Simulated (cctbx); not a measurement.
# What is wrong with this refinement?

Cell a = 7.4830 Å, b = 14.2390 Å, c = 12.9670 Å, α = 90.00°, β = 90.00°, γ = 90.00°; space group Fdd2 (no. 43).

Simulated single-crystal data (cctbx): Mo Kα, λ = 0.71073 Å, to d = 0.7 Å, 50 % of the full sphere, strongest reflection 40000 counts, noise from counting, a 2 % proportional error and a noise floor of 2 counts (s.d.); no absorption, and some extinction, which the refinements don't model.

An anisotropic refinement with weights 1/σ² prints:

```text
Rint 0.016, 983 unique reflections to 0.70 A
cycle     R1     wR2    GooF  max shift (A)
   1  0.1470  0.4391  19.199   0.10151
   7  0.1501  0.3663  16.013   0.00026
final R1 0.1501 wR2 0.3663 GooF 16.013  parameters 24  data/parameter 41.0
atom        x        y        z      Ueq    occ   su(xyz)  su(Uiso or U11)
Hg1    0.25000  0.25000  0.30953   0.0027  1.000  0.00011  0.0009  NPD
Ag1    0.75000  0.25000  0.43176   0.0036  1.000  0.00038  0.0021
As1    0.75000  0.25000  0.13128  -0.0012  1.000  0.00057  0.0023  NPD
S1     0.90018  0.15977  0.02542   0.0250  1.000  0.00191  0.0048  NPD
difference map: max 37.73 min -8.65 rms 2.47
Q1    0.0941  0.1704  0.7198   16   40.75  1.99 A from As1
Q2    0.0000  0.0000  0.0582    8   38.03  0.02 A from Hg1
Q3    0.1014  0.3297  0.5262   16   34.06  0.15 A from S1
Q4    0.0000  0.0000  0.3839    8   15.02  0.03 A from As1
Q5    0.0928  0.3299  0.8898   16   14.86  1.72 A from Ag1
Q6    0.0000  0.0000  0.6874    8   14.36  0.07 A from Ag1
```

Q: Accept it or mend it, and why?

Mend it. The fault: an atom left out, S at (0.9085, 0.3298, 0.2248). Against the right model at the same level, R1 goes from 0.0113 to 0.1501 and GooF from 1.16 to 16.01, U of S1 swells from 0.0074 to 0.0250 Å², U of Hg1 shrinks from 0.0056 to 0.0027 Å², the top difference peak, 40.8 e/Å³, lies 1.99 Å from As1 and Hg1, As1 and S1 go non-positive-definite. Q1 is the missing atom. With scattering power missing, scale and phases suffer, so peaks may also grow on the heavy atoms.

The compound is AgHgAsS4. The right model at the same level gives:

```text
Rint 0.016, 983 unique reflections to 0.70 A
cycle     R1     wR2    GooF  max shift (A)
   1  0.0205  0.0538   2.365   0.00331
   2  0.0113  0.0264   1.159   0.00001
final R1 0.0113 wR2 0.0264 GooF 1.159  parameters 33  data/parameter 29.8
atom        x        y        z      Ueq    occ   su(xyz)  su(Uiso or U11)
Hg1    0.25000  0.25000  0.30940   0.0056  1.000  0.00001  0.0001
Ag1    0.75000  0.25000  0.43182   0.0088  1.000  0.00003  0.0001
As1    0.75000  0.25000  0.13085   0.0026  1.000  0.00005  0.0002
S1     0.89580  0.16710  0.02990   0.0074  1.000  0.00009  0.0003
S2     0.90877  0.32984  0.22351   0.0106  1.000  0.00010  0.0003
Flack x: 0.007(3)
Hooft y: 0.007(3)  Bijvoet pairs: 439
difference map: max 0.58 min -1.35 rms 0.20
Q1    0.9998  0.1639  0.9449   16    0.59  1.35 A from S1
Q2    0.0158  0.3358  0.2997   16    0.48  1.27 A from S2
Q3    0.0137  0.3409  0.1575   16    0.46  1.17 A from S2
Q4    0.9977  0.1716  0.1855   16    0.44  2.08 A from S1
Q5    0.1151  0.1781  0.2616   16    0.43  1.40 A from S1
Q6    0.0380  0.3334  0.6140   16    0.42  1.20 A from S1
```

Isotropic U is held between 0.0001 and 1 Å² by the program, and listed peak heights are interpolated, so they can pass the grid's maximum.

This is a model crystal, built by substitution and not relaxed, with assumed displacement parameters.

[Middle refinement cycles are left out of these outputs.]

[Logs are printed without paths, hosts, clocks, repeated set-up lines and the standing remarks that a program may print on its own settings, such as how far it seeks lower states.]
